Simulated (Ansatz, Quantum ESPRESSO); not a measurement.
# K2Pt (Fm-3m): modes at Γ and the response to a field

Aim: the zone-centre modes of K2Pt (Fm-3m).

Program: Quantum ESPRESSO 7.5. Level of theory: DFT PBEsol, scalar-relativistic, plane waves, PseudoDojo norm-conserving pseudopotentials. Results are calculated unless marked as measured.

Report form: the programs' logs are mostly left out.

### 1. The starting structure

The structure is cubic, space group Fm-3m (No. 225). Conventional cell: a = 7.563 Å, b = 7.563 Å, c = 7.563 Å, α = 90.00°, β = 90.00°, γ = 90.00°. K has 4 Pt at 3.27 Å nearest. Pt has 8 K at 3.27 Å nearest. Farther neighbours are not listed.

### 2. A probe with smearing

Before anything dear is run, a loose run with smearing shows whether this is a metal and how far the cell is from rest.

Contents of probe.in:

```
&control
   calculation = 'scf'
   prefix = 'x'
   outdir = './tmp'
   pseudo_dir = './pseudo'
   tprnfor = .true.
   tstress = .true.
   verbosity = 'high'
/
&system
   ibrav = 2
   celldm(1) = 14.29185937
   nat = 3
   ntyp = 2
   ecutwfc = 76.0
   occupations = 'smearing'
   smearing = 'gaussian'
   degauss = 0.01
/
&electrons
   conv_thr = 1.0d-07
   mixing_beta = 0.7
   electron_maxstep = 100
/
ATOMIC_SPECIES
 K      39.0983  K.upf
 Pt    195.0840  Pt.upf
ATOMIC_POSITIONS crystal
 K      0.250000000   0.250000000   0.250000000
 K      0.750000000   0.750000000   0.750000000
 Pt     0.000000000   0.000000000   0.000000000
K_POINTS automatic
 4 4 4 0 0 0
```

Launch:

```sh
OMP_NUM_THREADS=1 mpirun -n 4 pw.x -nk 4 -in probe.in > probe.out
```

Run time: 7.7 s. Hardware: 4 MPI ranks of Arm Neoverse V2, shared host.

Numbers from this step:

| Item | Value |
| --- | --- |
| volume per atom | 36.05 Å³ |
| pressure | -0.682 GPa |
| gap on the k-mesh | 1.335 eV |

A gap of 1.3 eV opens on this mesh, so the crystal is taken as an insulator; the start stands at -0.68 GPa.

### 3. Relaxation

Frequencies change by per cents with a per cent of volume, so the structure is first brought to rest at this level of theory.

Contents of relax.in:

```
&control
   calculation = 'vc-relax'
   prefix = 'x'
   outdir = './tmp'
   pseudo_dir = './pseudo'
   tprnfor = .true.
   tstress = .true.
   forc_conv_thr = 2.0d-05
   etot_conv_thr = 1.0d-07
   nstep = 40
/
&system
   ibrav = 2
   celldm(1) = 14.29185937
   nat = 3
   ntyp = 2
   ecutwfc = 76.0
   occupations = 'fixed'
   nbnd = 20
/
&electrons
   conv_thr = 1.0d-11
   mixing_beta = 0.7
   electron_maxstep = 100
/
&ions
/
&cell
   press_conv_thr = 0.1
/
ATOMIC_SPECIES
 K      39.0983  K.upf
 Pt    195.0840  Pt.upf
ATOMIC_POSITIONS crystal
 K      0.250000000   0.250000000   0.250000000
 K      0.750000000   0.750000000   0.750000000
 Pt     0.000000000   0.000000000   0.000000000
K_POINTS automatic
 6 6 6 0 0 0
```

Launch:

```sh
OMP_NUM_THREADS=1 mpirun -n 4 pw.x -nk 4 -in relax.in > relax.out
```

Elapsed: 1.9 min, on 4 MPI ranks.

Relaxation path:

| step | energy less that of the first step (eV) | largest force (eV/Å) | pressure (GPa) | volume (Å³) |
| --- | --- | --- | --- | --- |
| 1 | 0.0000 | 0.0000 | -0.66 | 108.15 |
| 2 | -0.0014 | 0.0000 | -0.60 | 107.78 |
| 3 | -0.0033 | 0.0000 | -0.52 | 107.24 |
| 4 | -0.0057 | 0.0000 | -0.40 | 106.43 |
| 5 | -0.0079 | 0.0000 | -0.20 | 105.23 |
| 6 | -0.0087 | 0.0000 | 0.01 | 103.98 |
| 7 | -0.0087 | 0.0000 | 0.00 | 104.01 |
| 8 | -0.0065 | 0.0000 | -0.05 | 104.01 |

| conventional cell, symmetrised | before | after | change |
| --- | --- | --- | --- |
| a (Å) | 7.563 | 7.465 | -1.3 % |
| b (Å) | 7.563 | 7.465 | -1.3 % |
| c (Å) | 7.563 | 7.465 | -1.3 % |
| volume (Å³/atom) | 36.05 | 34.67 | -3.8 % |

The relaxed structure:

```
K Pt
1.0
    -3.73269    0.00000    3.73269
     0.00000    3.73269    3.73269
    -3.73269    3.73269    0.00000
K Pt
2 1
Direct
  0.25000 0.25000 0.25000
  0.75000 0.75000 0.75000
  0.00000 0.00000 0.00000
```

The last row of the table of steps is pw.x's closing run on a basis chosen anew for the final cell, so its energy can jump.

This step gave:

* volume per atom: 34.67 Å³
* pressure: -0.05000 GPa
* gap on the k-mesh: 1.406 eV

The volume changes by -3.8 % from the cell with which this run began.

### 4. Ground state

Perturbation theory inherits every error of the wavefunctions, so the threshold is set near the limit of the arithmetic. With a gap, occupations are fixed, which also allows the response to an electric field.

Contents of scf.in:

```
&control
   calculation = 'scf'
   prefix = 'x'
   outdir = './tmp'
   pseudo_dir = './pseudo'
   tprnfor = .true.
   tstress = .true.
/
&system
   ibrav = 2
   celldm(1) = 14.10750673
   nat = 3
   ntyp = 2
   ecutwfc = 76.0
   occupations = 'fixed'
   nbnd = 20
/
&electrons
   conv_thr = 1.0d-12
   mixing_beta = 0.7
   electron_maxstep = 100
/
ATOMIC_SPECIES
 K      39.0983  K.upf
 Pt    195.0840  Pt.upf
ATOMIC_POSITIONS crystal
 K      0.250000000   0.250000000   0.250000000
 K      0.750000000   0.750000000   0.750000000
 Pt     0.000000000   0.000000000   0.000000000
K_POINTS automatic
 6 6 6 0 0 0
```

Launch:

```sh
OMP_NUM_THREADS=1 mpirun -n 4 pw.x -nk 4 -in scf.in > scf.out
```

The job ended after 17 s (4 MPI ranks).

The cell stands at -0.050 GPa, close enough for phonons.

### 5. Linear response at Γ

At q = 0 one unit cell holds all displacements; symmetry groups them into irreducible representations that are solved one by one. The response to a field gives ε∞ and the Born charges, which polar modes need.

Contents of ph.in:

```
phonons
&inputph
   prefix = 'x'
   outdir = './tmp'
   fildyn = 'g.dyn'
   tr2_ph = 1.0d-18
   epsil = .true.
/
0.000000000 0.000000000 0.000000000
```

Launch:

```sh
OMP_NUM_THREADS=1 mpirun -n 4 ph.x -nk 4 -in ph.in > ph.out
```

Wall time 11 min (4 MPI ranks).

Read from the output:

| Property | Result |
| --- | --- |
| miss of the charge sum rule | 6.50e-4 e |
| largest acoustic frequency at the zone centre before the sum rule | -8.28 cm⁻¹ |
| highest optical zone-centre mode (no LO-TO term) | 118.2 cm⁻¹ |
| lowest optical zone-centre mode | 92.73 cm⁻¹ |
| mean high-frequency dielectric constant | 5.022 |
| largest Born charge in size (third of the trace) | 1.888 e |

Optical modes; normalised displacements of the dynamical-matrix file. Modes at Γ, with each element's share of the kinetic energy:

| mode | frequency (cm⁻¹) | symmetry | K % | Pt % |
| --- | --- | --- | --- | --- |
| 1 | 92.7 | T1u | 71 | 29 |
| 2 | 92.7 | T1u | 71 | 29 |
| 3 | 92.7 | T1u | 71 | 29 |
| 4 | 118.2 | T2g | 100 | 0 |
| 5 | 118.2 | T2g | 100 | 0 |
| 6 | 118.2 | T2g | 100 | 0 |

Displacements in mode 3 (92.7 cm⁻¹), the largest set to 1:
```
K1   0.24  1.00 -0.77
K2   0.24  1.00 -0.77
Pt3 -0.10 -0.41  0.31
```

Displacements in mode 5 (118.2 cm⁻¹), the largest set to 1:
```
K1  -0.77 -1.00  0.64
K2   0.77  1.00 -0.64
Pt3  0.00  0.00  0.00
```

Born charge (rows field, columns displacement), before the sum rule (e), principal values of the symmetric part by kind of site:

| atom | atoms with these values | low | middle | high | mean |
| --- | --- | --- | --- | --- | --- |
| K1 | 2 | 0.94 | 0.94 | 0.94 | 0.94 |
| Pt3 | 1 | -1.89 | -1.89 | -1.89 | -1.89 |

In full for Pt3:

```
-1.89  0.00  0.00
 0.00 -1.89  0.00
 0.00  0.00 -1.89
```

High-frequency dielectric tensor:

```
5.02 0.00 0.00
0.00 5.02 0.00
0.00 0.00 5.02
```

The acoustic modes at Γ come out as far as 8.3 cm⁻¹ from zero, where they should vanish, a small numerical error; the Born charges miss their sum rule by 6.5e-4 e, which is good.

### 6. Modes with the sum rule

A rigid shift of the crystal must cost nothing, but grids and finite bases break this; the acoustic sum rule is imposed before the matrix is diagonalised again. With Born charges the intensities follow, and the static dielectric tensor.

Contents of dynmat.in:

```
&input
   fildyn = 'g.dyn'
   asr = 'simple'
   lperm = .true.
/
```

Launch:

```sh
dynmat.x -in dynmat.in > dynmat.out
```

Elapsed: 0.47 s, on 1 thread.

Read from the output:

| Property | Result |
| --- | --- |
| highest optical zone-centre mode (no LO-TO term) | 118.9 cm⁻¹ |
| lowest optical zone-centre mode | 93.4 cm⁻¹ |
| mean static dielectric constant | 8.485 |

Zone-centre frequencies as printed; negative means imaginary. Modes:

| mode | frequency (cm⁻¹) |
| --- | --- |
| 1 | 0 |
| 2 | 0 |
| 3 | 0 |
| 4 | 93.4 |
| 5 | 93.4 |
| 6 | 93.4 |
| 7 | 118.9 |
| 8 | 118.9 |
| 9 | 118.9 |

Degenerate modes summed, no LO-TO term. Infrared lines, with heights relative to the strongest:

| position (cm⁻¹) | lines merged | label | IR intensity, relative |
| --- | --- | --- | --- |
| 93 | 3 | T1u | 100 |
| 119 | 3 | T2g | 0.0 |

Static dielectric tensor (ions relaxed, fixed cell):

```
8.48 0.00 0.00
0.00 8.48 0.00
0.00 0.00 8.48
```

The rule also moves an optical mode by 0.7 cm⁻¹.

### 7. Sum rules set otherwise: a sum rule for molecules or wires on a crystal

This rule also removes rotations, which suits molecules and not a crystal; it is tried to see the harm.

Contents of dynmat.in:

```
&input
   fildyn = 'g.dyn'
   asr = 'zero-dim'
   lperm = .true.
/
```

Launch:

```sh
dynmat.x -in dynmat.in > dynmat.out
```

The job ended after 0.47 s (1 thread).

The program raised no error, yet the settings are not those of a careful run.

The fault: a sum rule for molecules or wires on a crystal; 2 optical modes are projected out to zero frequency, as if they were rotations, and the static dielectric tensor is spoilt.

For a crystal the rule has to be 'simple' or 'crystal'.

Zone-centre frequencies as printed; negative means imaginary. Modes:

| mode | frequency (cm⁻¹) |
| --- | --- |
| 1 | 0 |
| 2 | 0 |
| 3 | 0 |
| 4 | 0 |
| 5 | 0 |
| 6 | 93.01 |
| 7 | 110.8 |
| 8 | 110.8 |
| 9 | 118.2 |

### 8. Sum rules set otherwise (asr no)

Without the rule the raw error of the acoustic modes shows.

Contents of dynmat.in:

```
&input
   fildyn = 'g.dyn'
   asr = 'no'
   lperm = .true.
/
```

Launch:

```sh
dynmat.x -in dynmat.in > dynmat.out
```

It took 0.47 s on 1 thread.

This step gave:

```yaml
highest_optical_zone_centre_mode_no_lo_to_term: 118.2 cm⁻¹
lowest_optical_zone_centre_mode: 92.73 cm⁻¹
mean_static_dielectric_constant: 8.534
```

Zone-centre frequencies as printed; negative means imaginary. Modes:

| mode | frequency (cm⁻¹) |
| --- | --- |
| 1 | -8.28 |
| 2 | -8.28 |
| 3 | -8.28 |
| 4 | 92.73 |
| 5 | 92.73 |
| 6 | 92.73 |
| 7 | 118.2 |
| 8 | 118.2 |
| 9 | 118.2 |

Against the first rule no mode moves by more than 8.3 cm⁻¹.

### 9. The LO-TO splitting (1 0 0)

A longitudinal polar mode sets up a macroscopic field that stiffens it; the term hangs on the direction from which q goes to zero.

Contents of dynmat.in:

```
&input
   fildyn = 'g.dyn'
   asr = 'simple'
   q(1) = 1.0
   q(2) = 0.0
   q(3) = 0.0
/
```

Launch:

```sh
dynmat.x -in dynmat.in > dynmat.out
```

It took 0.47 s on 1 thread.

Numbers from this step:

| Property | Result |
| --- | --- |
| highest mode moved by the LO-TO term | 121.4 cm⁻¹ |

Zone-centre frequencies as printed; negative means imaginary. Modes:

| mode | frequency (cm⁻¹) |
| --- | --- |
| 1 | 0 |
| 2 | 0 |
| 3 | 0 |
| 4 | 93.4 |
| 5 | 93.4 |
| 6 | 118.9 |
| 7 | 118.9 |
| 8 | 118.9 |
| 9 | 121.4 |

The field moves one mode, from 93 to 121 cm⁻¹; the others stay.

### 10. A second program

The same cell goes through another code, with its own cutoff. It uses its own PAW datasets, so the potentials differ. Its k mesh is centred on Γ.

This step: DFT PBEsol, scalar-relativistic, plane waves, PAW (Ansatz 0.2.0).

Contents of input.yaml:

```yaml
crystal:
  lattice:
    - [-3.7326855327, 0.0, 3.7326855327]
    - [0.0, 3.7326855327, 3.7326855327]
    - [-3.7326855327, 3.7326855327, 0.0]
  atoms:
    - { symbol: K, position: [0.25, 0.25, 0.25] }
    - { symbol: K, position: [0.75, 0.75, 0.75] }
    - { symbol: Pt, position: [0.0, 0.0, 0.0] }
kpoints:
  mp_grid: { grid: [6, 6, 6] }
hamiltonian:
  xc: pbesol
scf:
  occupations: { method: fixed }
output:
  eigenvalues: true
phonons:
  method: dfpt
  dielectric: true
  rigid_motions: translations
```

Launch:

```sh
ansatz run input.yaml --threads 4 --pin off --max-ram 8192MiB --backend cpu --events-out ev --progress --plain --runs-dir out
```

It took 23 s on 4 threads; peak memory 0.73 GiB.

Numbers from this step:

| Quantity | Value |
| --- | --- |
| gap on the k-mesh | 1.410 eV |
| sum-rule residual before enforcement | 2.63e-4 eV/Å² |
| miss of the charge sum rule | 5.73e-4 e |
| estimated error of the dielectric tensor | 0.01387 |
| estimated error of the Born charges | 0.01956 e |
| highest optical zone-centre mode (no LO-TO term) | 119.0 cm⁻¹ |
| lowest optical zone-centre mode | 93.53 cm⁻¹ |
| mean high-frequency dielectric constant | 5.008 |
| largest Born charge in size (third of the trace) | 1.886 e |
| mean static dielectric constant | 8.455 |
| highest mode moved by the LO-TO term | 121.5 cm⁻¹ |

Transverse modes. Infrared lines, with heights relative to the strongest:

| position (cm⁻¹) | label | IR intensity ((D/Å)²/amu), degenerate modes summed, relative |
| --- | --- | --- |
| 94 | T1u | 100 |
| 119 | T2g | 0.0 |

### 11. The two compared: QE PseudoDojo and Ansatz, PAW

Numbers from this step:

```yaml
root_mean_square_difference: 0.1 cm⁻¹
largest_difference: 0.13 cm⁻¹
```

Frequencies side by side, by row:

| q (reciprocal lattice) | mode | QE PseudoDojo (cm⁻¹) | Ansatz, PAW (cm⁻¹) |
| --- | --- | --- | --- |
| 0 0 0 | 1 | 0 | 0 |
| 0 0 0 | 2 | 0 | 0 |
| 0 0 0 | 3 | 0 | 0 |
| 0 0 0 | 4 | 93.4 | 93.53 |
| 0 0 0 | 5 | 93.4 | 93.53 |
| 0 0 0 | 6 | 93.4 | 93.53 |
| 0 0 0 | 7 | 118.9 | 119 |
| 0 0 0 | 8 | 118.9 | 119 |
| 0 0 0 | 9 | 118.9 | 119 |

The two runs side by side. Further quantities:

| quantity | QE PseudoDojo | Ansatz, PAW |
| --- | --- | --- |
| mean ε∞ | 5.022 | 5.008 |
| largest Born charge in size (e; the first before, the second after the charge sum rule) | 1.888 | 1.886 |

At the zone centre the largest difference (acoustic modes at Γ apart) is 0.1 % of the highest mode.

### 12. Summary of results

```yaml
space_group_after_relaxation: Fm-3m
volume_per_atom: 34.7 Å³
gap_on_the_k_mesh: 1.41 eV
highest_optical_zone_centre_mode_no_lo_to_term: 118.9 cm⁻¹
lowest_optical_zone_centre_mode: 93.4 cm⁻¹
highest_mode_moved_by_the_lo_to_term: 121.4 cm⁻¹
mean_high_frequency_dielectric_constant: 5.02
largest_born_charge_in_size_third_of_the_trace: 1.89 e
mean_static_dielectric_constant: 8.48
imaginary_optical_modes_at_the_zone_centre_no_q_mesh_in_this_session: none
largest_difference_from_ansatz_paw: 0.13 cm⁻¹
```

At the PBEsol level the optical modes of K2Pt (Fm-3m) at the zone centre (no LO-TO term) run from 93 to 119 cm⁻¹. Along the directions run, the highest mode that the macroscopic field moves lies at 121 cm⁻¹. Lattice motion raises the mean dielectric constant from 5.022 to 8.485. Of the 6 optical modes, 3 are infrared active alone and 3 are Raman active alone; inversion symmetry keeps the two sets apart. QE PseudoDojo and Ansatz, PAW agree to 0.13 cm⁻¹ (0.1 % of the highest mode compared) on all solved modes but the acoustic ones at Γ, without the LO-TO term. These are harmonic frequencies at zero temperature: anharmonic shifts and linewidths and thermal expansion are left out. Spin-orbit coupling is left out, which can matter for the heavy elements here. The relaxation ran at 76 Ry, under the 84 Ry recommended for these files; the stress of so short a basis can leave the cell about one per cent too small. The structure comes from a database and need not be the phase that is stable at ambient conditions.

[Host names and launcher messages were left out of these logs when they were recorded.]

[Logs are printed without paths, hosts, clocks, repeated set-up lines and the standing remarks that a program may print on its own settings, such as how far it seeks lower states.]

[Hosts, paths, dates, database ids (printed as entryN), source tags and the programs' standing remarks are cut or masked in the printed files.]
